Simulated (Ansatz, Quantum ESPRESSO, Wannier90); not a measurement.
# Ballistic channels from Wannier functions: straight Cu chain, spacing 2.14 Å, part 3 of 5

How many channels does the wire offer, and does a small Wannier basis get them right? The wire: straight Cu chain, spacing 2.14 Å.

Quantum ESPRESSO 7.5 and Wannier90 3.1.0; plane-wave DFT, PBE, GBRV ultrasoft pseudopotentials; cross-check by Ansatz 0.2.0 with PAW datasets.

So far. Step 2 (SCF with pw.x): The run needed 26 iterations to bring the estimated error under 1e-07 Ry.

### 6. Localisation, bands and conductance

Level of this step: maximally localised Wannier functions and ballistic conductance; plane-wave DFT, PBE, GBRV ultrasoft pseudopotentials (Wannier90).

After disentangling and localising, transport_mode = bulk builds principal layers from hoppings within dist_cutoff and counts open channels.

File wan.win:

```
num_wann = 6
num_bands = 21
num_iter = 200
num_print_cycles = 20
conv_tol = 1e-8
conv_window = 5
guiding_centres = true
dis_num_iter = 1500
dis_conv_tol = 1e-8
dis_win_min = -14.3747
dis_win_max = 5.6253
dis_froz_max = -1.8747
search_shells = 120
fermi_energy = -3.3747

transport = true
transport_mode = bulk
one_dim_axis = z
dist_cutoff = 17.01
dist_cutoff_mode = one_dim
tran_win_min = -4.0
tran_win_max = 2.0
tran_energy_step = 0.02

bands_plot = true
bands_num_points = 96
begin kpoint_path
G 0.0 0.0 0.0 Z 0.0 0.0 0.5
end kpoint_path

begin projections
Cu:s;d
end projections

begin unit_cell_cart
ang
  8.0000000000 0.0000000000 0.0000000000
  0.0000000000 8.0000000000 0.0000000000
  0.0000000000 0.0000000000 2.1390000000
end unit_cell_cart

begin atoms_frac
  Cu 0.0000000000 0.0000000000 0.0000000000
end atoms_frac

mp_grid = 1 1 16
begin kpoints
  0.0 0.0 0.0000000000
  0.0 0.0 0.0625000000
  0.0 0.0 0.1250000000
  0.0 0.0 0.1875000000
  0.0 0.0 0.2500000000
  0.0 0.0 0.3125000000
  0.0 0.0 0.3750000000
  0.0 0.0 0.4375000000
  0.0 0.0 0.5000000000
  0.0 0.0 0.5625000000
  0.0 0.0 0.6250000000
  0.0 0.0 0.6875000000
  0.0 0.0 0.7500000000
  0.0 0.0 0.8125000000
  0.0 0.0 0.8750000000
  0.0 0.0 0.9375000000
end kpoints
```

The run is started by

```
OMP_NUM_THREADS=1 wannier90.x wan > wan.run.log
```

Log:

```text
[banner, memory and clock lines left out]
+---------------------------------------------------+
             |                                                   |
             |                   WANNIER90                       |
             |                                                   |
             +---------------------------------------------------+
             |                                                   |
             |        Welcome to the Maximally-Localized         |
             |        Generalized Wannier Functions code         |
             |                             |
             |                                                   |
             |                                                   |
             |  Wannier90 Developer Group:                       |
             |    Giovanni Pizzi    (EPFL)                       |
             |    Valerio Vitale    (Cambridge)                  |
             |    David Vanderbilt  (Rutgers University)         |
             |    Nicola Marzari    (EPFL)                       |
             |    Ivo Souza         (Universidad del Pais Vasco) |
             |    Arash A. Mostofi  (Imperial College London)    |
             |    Jonathan R. Yates (University of Oxford)       |
             |                                                   |
             |  For the full list of Wannier90 3.x authors,      |
             |  please check the code documentation and the      |
             |  README on the GitHub page of the code            |
             |                                                   |
             |                                                   |
             |                                                   |
             |  [ref] "Wannier90 as a community code:            |
             |        new features and applications",            |
             |        165902 (2020).                             |
             |            |
             |                                                   |
             |  in any publications arising from the use of      |
             |                                                   |
             |  [ref] "Maximally Localized Generalised Wannier   |
             |         Functions for Composite Energy Bands"     |
             |         N. Marzari and D. Vanderbilt              |
             |         Phys. Rev. B 56 12847 (1997)              |
             |                                                   |
             |  [ref] "Maximally Localized Wannier Functions     |
             |         for Entangled Energy Bands"               |
             |         I. Souza, N. Marzari and D. Vanderbilt    |
             |         Phys. Rev. B 65 035109 (2001)             |
             |                                                   |
             |                                                   |
             | Copyright (c) 1996-2020                           |
             |        The Wannier90 Developer Group and          |
             |        individual contributors                    |
             |                                                   |
             |      Release: 3.1.0        5th March    2020      |
             |                                                   |
             | This program is free software; you can            |
             | redistribute it and/or modify it under the terms  |
             | of the GNU General Public License as published by |
             | the Free Software Foundation; either version 2 of |
             | the License, or (at your option) any later version|
             |                                                   |
             | This program is distributed in the hope that it   |
             | will be useful, but WITHOUT ANY WARRANTY; without |
             | even the implied warranty of MERCHANTABILITY or   |
             | FITNESS FOR A PARTICULAR PURPOSE. See the GNU     |
             | General Public License for more details.          |
             |                                                   |
             | You should have received a copy of the GNU General|
             | Public License along with this program; if not,   |
             | write to the Free Software Foundation, Inc.,      |
             | 675 Mass Ave, Cambridge, MA 02139, USA.           |
             |                                                   |
             +---------------------------------------------------+
             +---------------------------------------------------+

 ******************************************************************************
 * -> Using CODATA 2006 constant values                                       *
 *    (                      *
 * -> Using Bohr value from CODATA                                            *
 ******************************************************************************

 Running in serial (with parallel executable)

                                    ------
                                    SYSTEM
                                    ------

                              Lattice Vectors (Ang)
                    a_1     8.000000   0.000000   0.000000
                    a_2     0.000000   8.000000   0.000000
                    a_3     0.000000   0.000000   2.139000

                   Unit Cell Volume:     136.89600  (Ang^3)

                        Reciprocal-Space Vectors (Ang^-1)
                    b_1     0.785398   0.000000   0.000000
                    b_2     0.000000   0.785398   0.000000
                    b_3     0.000000   0.000000   2.937441

 *----------------------------------------------------------------------------*
 |   Site       Fractional Coordinate          Cartesian Coordinate (Ang)     |
 +----------------------------------------------------------------------------+
 | Cu   1   0.00000   0.00000   0.00000   |    0.00000   0.00000   0.00000    |
 *----------------------------------------------------------------------------*
                                ------------
                                K-POINT GRID
                                ------------

             Grid size =  1 x  1 x 16      Total points =   16

 *---------------------------------- MAIN ------------------------------------*
 |  Number of Wannier Functions               :                 6             |
 |  Number of Objective Wannier Functions     :                 6             |
 |  Number of input Bloch states              :                21             |
 |  Output verbosity (1=low, 5=high)          :                 1             |
[...]
Time to disentangle bands      0.011 (sec)

 Writing checkpoint file wan.chk... done

 *------------------------------- WANNIERISE ---------------------------------*
 +--------------------------------------------------------------------+<-- CONV
 | Iter  Delta Spread     RMS Gradient      Spread (Ang^2)      Time  |<-- CONV
 +--------------------------------------------------------------------+<-- CONV

 Initial State
  WF centre and spread    1  ( -0.000000,  0.000000, -1.068085 )    17.63851383
  WF centre and spread    2  (  0.000000, -0.000000, -0.001179 )     0.53142064
  WF centre and spread    3  (  0.000000, -0.000000,  0.000000 )     0.52527672
  WF centre and spread    4  ( -0.000000, -0.000000,  0.000000 )     0.52527672
  WF centre and spread    5  (  0.000000, -0.000000,  0.000000 )     0.38622260
  WF centre and spread    6  ( -0.000000,  0.000000, -0.000000 )     0.38993857
  Sum of centres and spreads (  0.000000, -0.000000, -1.069264 )    19.99664908

      0     0.200E+02     0.0000000000       19.9966490826       0.01  <-- CONV
        O_D=     15.5666124 O_OD=      0.4609135 O_TOT=     19.9966491 <-- SPRD
 Cycle:      1
  WF centre and spread    1  ( -0.000000,  0.000000, -1.057732 )     6.74556428
  WF centre and spread    2  (  0.000000, -0.000000, -0.010540 )     0.52850147
  WF centre and spread    3  (  0.000000, -0.000000,  0.000000 )     0.52527672
  WF centre and spread    4  ( -0.000000, -0.000000,  0.000000 )     0.52527672
  WF centre and spread    5  (  0.000000, -0.000000,  0.000000 )     0.38622260
  WF centre and spread    6  ( -0.000000,  0.000000, -0.000000 )     0.38993857
  Sum of centres and spreads (  0.000000, -0.000000, -1.068271 )     9.10078036

      1    -0.109E+02    15.6476887461        9.1007803578       0.01  <-- CONV
        O_D=      4.6793586 O_OD=      0.4522986 O_TOT=      9.1007804 <-- SPRD
 Delta: O_D= -0.1088725E+02 O_OD= -0.8614889E-02 O_TOT= -0.1089587E+02 <-- DLTA
 Cycle:     20
  WF centre and spread    1  ( -0.000000,  0.000000, -1.068728 )     1.85109612
  WF centre and spread    2  (  0.000000, -0.000000, -0.000740 )     0.52228239
  WF centre and spread    3  (  0.000000, -0.000000,  0.000000 )     0.52527672
  WF centre and spread    4  ( -0.000000, -0.000000,  0.000000 )     0.52527672
[...]
Sum of centres and spreads (  0.000000, -0.000000, -1.069468 )     4.20009313

     20    -0.112E-02     0.1037805754        4.2000931255       0.03  <-- CONV
        O_D=      0.0015226 O_OD=      0.2294473 O_TOT=      4.2000931 <-- SPRD
 Delta: O_D= -0.6782930E-03 O_OD= -0.4454689E-03 O_TOT= -0.1123762E-02 <-- DLTA
 Cycle:     40
[...]
Sum of centres and spreads (  0.000000, -0.000000, -1.069498 )     4.19709514

     40    -0.571E-05     0.0070669645        4.1970951408       0.05  <-- CONV
        O_D=      0.0000009 O_OD=      0.2279711 O_TOT=      4.1970951 <-- SPRD
 Delta: O_D= -0.9028237E-06 O_OD= -0.4811105E-05 O_TOT= -0.5713928E-05 <-- DLTA
 Cycle:     60
[...]
WF centre and spread    5  (  0.000000, -0.000000,  0.000000 )     0.38622260
  WF centre and spread    6  ( -0.000000,  0.000000, -0.000000 )     0.38993857
  Sum of centres and spreads (  0.000000, -0.000000, -1.069500 )     4.19707542

     60    -0.230E-07     0.0003779395        4.1970754216       0.07  <-- CONV
        O_D=      0.0000000 O_OD=      0.2279522 O_TOT=      4.1970754 <-- SPRD
 Delta: O_D=  0.4279837E-08 O_OD= -0.2729494E-07 O_TOT= -0.2301511E-07 <-- DLTA

             <<<     Delta < 1.000E-08  over  5 iterations     >>>
             <<< Wannierisation convergence criteria satisfied >>>

 Final State
  WF centre and spread    1  ( -0.000000,  0.000000, -1.069500 )     1.83231494
  WF centre and spread    2  (  0.000000, -0.000000, -0.000000 )     0.53804572
  WF centre and spread    3  (  0.000000, -0.000000,  0.000000 )     0.52527672
  WF centre and spread    4  ( -0.000000, -0.000000,  0.000000 )     0.52527672
  WF centre and spread    5  (  0.000000, -0.000000,  0.000000 )     0.38622260
  WF centre and spread    6  ( -0.000000,  0.000000, -0.000000 )     0.38993857
  Sum of centres and spreads (  0.000000, -0.000000, -1.069500 )     4.19707527

         Spreads (Ang^2)       Omega I      =     3.969123172
        ================       Omega D      =     0.000000000
                               Omega OD     =     0.227952099
    Final Spread (Ang^2)       Omega Total  =     4.197075272
 Time for wannierise            0.067 (sec)

 Writing checkpoint file wan.chk... done

 *---------------------------------------------------------------------------*
 |                               PLOTTING                                    |
 *---------------------------------------------------------------------------*

 Translated centres
    translation centre in fractional coordinate:  0.000000  0.000000  0.000000
  WF centre     1  ( -0.000000,  0.000000, -1.069500 )
  WF centre     2  (  0.000000, -0.000000, -0.000000 )
  WF centre     3  (  0.000000, -0.000000,  0.000000 )
  WF centre     4  ( -0.000000, -0.000000,  0.000000 )
  WF centre     5  (  0.000000, -0.000000,  0.000000 )
  WF centre     6  ( -0.000000,  0.000000, -0.000000 )

 Calculating interpolated band-structure

 Time to calculate interpolated band structure       0.010 (sec)

 Time for plotting              0.017 (sec)

 *---------------------------------------------------------------------------*
 |                              TRANSPORT                                    |
 *---------------------------------------------------------------------------*

 Calculation of Quantum Conductance and DoS: bulk mode

 Maximum imaginary part of the real-space Hamiltonian:     0.050682

     Maximum real part of the real-space Hamiltonian at each lattice point
            Lattice point R           Max |H_ij(R)|
                  -9                     0.000000
                  -8                     0.000081
                  -7                     0.011210
                  -6                     0.016566
                  -5                     0.028764
                  -4                     0.056242
                  -3                     0.125833
                  -2                     0.353825
                  -1                     1.788269
                   0                     4.648278
                   1                     1.788269
                   2                     0.353825
                   3                     0.125833
                   4                     0.056242
                   5                     0.028764
                   6                     0.016566
                   7                     0.011210
                   8                     0.000081
                   9                     0.000000

 Number of unit cells inside the principal layer:     8
 Number of Wannier Functions inside the principal layer:    48

 Calculating quantum conductance and density of states... done

 Time for transport             4.125 (sec)
 Total Execution Time           4.304 (sec)

 *===========================================================================*
 |                             TIMING INFORMATION                            |
 *===========================================================================*
 |    Tag                                                Ncalls      Time (s)|
 |---------------------------------------------------------------------------|
 |kmesh: get                                        :         1         0.031|
 |overlap: allocate                                 :         1         0.000|
 |overlap: read                                     :         1         0.046|
 |dis: main                                         :         1         0.011|
 |wann: main                                        :         1         0.067|
 |plot: main                                        :         1         0.017|
 |tran: main                                        :         1         4.125|
 *---------------------------------------------------------------------------*

 All done: wannier90 exiting
[key lines of the parts left out:]
|  Fermi energy (eV)                         :            -3.375             |
```

The job ended after 4.8 s (1 MPI rank of Arm Neoverse N1, shared host; peak memory 0.09 GiB).

Numbers from this step:

```
lead channels at the Fermi level, one spin                                        : 1.000
total spread                                                                      : 4.197 Å²
gauge-invariant spread                                                            : 3.969 Å²
largest misfit to plane-wave levels between mesh points, inside the frozen window : 0.01335 eV
```

Per spin. Quantum conductance of the perfect wire, open channels against energy, zero at the Fermi level:

```tsv
energy (eV)	quantum conductance of the perfect wire, open channels
-4.000	1.000
-3.800	1.000
-3.600	1
-3.400	1
-3.200	1
-3.000	1
-2.800	1
-2.600	1
-2.400	1
-2.200	3.00
-2.000	3
-1.800	3
-1.600	3
-1.400	4.00
-1.200	4
-1.020	6.00
-0.800	6.00
-0.600	4
-0.400	4
-0.200	4.00
0.000	1.00
0.200	1
0.400	1
0.600	1
0.800	1
1.000	1
1.200	1
1.400	1
1.600	1
1.800	1
2.000	1
```

Wannier functions:

```tsv
no.	x (Å)	y (Å)	z (Å)	spread (Å²)
1	0	0	-1.069	1.832
2	0	0	0	0.538
3	0	0	0	0.5253
4	0	0	0	0.5253
5	0	0	0	0.3862
6	0	0	0	0.3899
```

The electronic bands at the labelled points (eV, zero at the Fermi level; # counts the bands kept):

```tsv
point	#3	#4	#5	#6
Γ	-1.16	-1.16	-0.01	-0.01
halfway	-1.38	-0.89	-0.89	-0.26
Z	-0.63	-0.62	-0.07	4.58
```

The electronic bands as a text plot (rows in eV):

```
    4.4 |                                                    ****
    4.0 |                                                  **
    3.7 |                                                **
    3.3 |                                               *
    3.0 |                                             **
    2.6 |                                           **
    2.2 |                                          *
    1.9 |                                         *
    1.5 |                                       **
    1.2 |                                    ***
    0.8 |                                   *
    0.5 |                                ***
    0.1 |*****                        ***                     ***
   -0.3 |     ********             ***             ***********
   -0.6 |             *****   *****        **********************
   -1.0 |    ********************************
   -1.3 |**************          *********
   -1.7 |                           **  *******
   -2.1 |                        ***           ***********
   -2.4 |                     ***                         *******
   -2.8 |                  ***
   -3.1 |               ***
   -3.5 |          *****
   -3.8 |**********
         Γ                                                      Z
```

Bands and channels are those of the Wannier model: bands that were not projected, and all outside the frozen window, are missing or only approximate.

### 7. Neighbour list from wannier90 -pp, with dist_cutoff = 4.71

A sensitivity test on the input.

wan_w.win, as its differences from the input of step 6:

```diff
@@ -18,3 +18,3 @@
 one_dim_axis = z
-dist_cutoff = 17.01
+dist_cutoff = 4.71
 dist_cutoff_mode = one_dim
```

The run is started by

```
OMP_NUM_THREADS=1 wannier90.x -pp wan_w > wan_w.pp.log
```

Wall time 0.52 s (1 MPI rank); peak memory 0.09 GiB.

### 8. Overlaps and projections

The follow-up step for that run.

File wan_w.p2w.in:

```
&inputpp
  prefix = 'nscf'
  outdir = './out'
  seedname = 'wan_w'
  write_mmn = .true.
  write_amn = .true.
  write_unk = .false.
/
```

The run is started by

```
OMP_NUM_THREADS=1 mpirun -n 2 pw2wannier90.x -in wan_w.p2w.in > wan_w.p2w.out
```

The job ended after 5 s (2 MPI ranks; peak memory 0.09 GiB).

(Continued in part 4 of 5.)

[Logs are printed without paths, hosts, clocks, repeated set-up lines and the standing remarks that a program may print on its own settings, such as how far it seeks lower states.]

[Hosts, paths, dates, database ids (printed as entryN), source tags and the programs' standing remarks are cut or masked in the printed files.]

[Maps of the electrostatic potential energy from Ansatz leave out the sawtooth potential of an applied field or a dipole correction, so their vacuum need not be flat; planar profiles and work functions include it.]
